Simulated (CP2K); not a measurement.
Two runs for the C K edge of 2-trifluoromethylpyrimidine. Run A: CP2K XAS_TDP, all-electron GAPW, PBEh(45%), aug-cc-pVDZ, TDA, no relativity. Run B differs in one setting.

First lines with a strength over 0.0015. A:

```
                              atom  energy (eV)  states  strength, one atom
          C2 (bonded to C and 3 F)       288.55       1              0.0301
                                         289.89       1              0.0098
                                         290.31       1              0.0777
                                         291.65       1              0.0607
                                         291.78       1              0.0256
          C5 (bonded to C and 2 N)       282.28       1              0.0582
                                         288.28       1              0.0017
                                         288.80       1              0.0063
                                         288.87       1              0.0056
                                         289.30       1              0.0035
C7 (bonded to C, N and H), 2 alike       281.50       1              0.0592
                                         285.92       1              0.0131
                                         287.05       1              0.0036
                                         287.60       1              0.0029
                                         287.78       1              0.0030
          C8 (bonded to 2 C and H)       281.30       1              0.0499
                                         284.75       1              0.0135
                                         286.23       1              0.0048
                                         286.39       1              0.0075
                                         287.36       1              0.0034
```

B:

```
                              atom  energy (eV)  states  strength, one atom
          C2 (bonded to C and 3 F)       295.32       1              0.0294
                                         296.65       1              0.0096
                                         297.08       1              0.0759
                                         298.41       1              0.0593
                                         298.54       1              0.0250
          C5 (bonded to C and 2 N)       287.68       1              0.0571
                                         293.68       1              0.0016
                                         294.20       1              0.0062
                                         294.27       1              0.0055
                                         294.70       1              0.0035
C7 (bonded to C, N and H), 2 alike       287.38       1              0.0580
                                         291.81       1              0.0128
                                         292.93       1              0.0036
                                         293.48       1              0.0028
                                         293.66       1              0.0029
          C8 (bonded to 2 C and H)       287.12       1              0.0489
                                         290.57       1              0.0132
                                         292.05       1              0.0047
                                         292.21       1              0.0074
                                         293.18       1              0.0033
```

Which was it: GW2X switched on, scalar relativity switched on, the functional, the basis?

GW2X switched on. GW2X shifts an atom's lines together and keeps their spacings. Against PBEh(45%) in aug-cc-pVDZ, the leading lines move by +6.77 eV (C2, to 295.32), +5.40 eV (C5, to 287.68), +5.88 eV (C7, to 287.38) and +5.82 eV (C8, to 287.12).

[Banner, clock and machine lines of the logs are left out without a mark of their own.]

[Logs are printed without paths, hosts, clocks, repeated set-up lines and the standing remarks that a program may print on its own settings, such as how far it seeks lower states.]

[Hosts, paths, dates, database ids (printed as entryN), source tags and the programs' standing remarks are cut or masked in the printed files.]
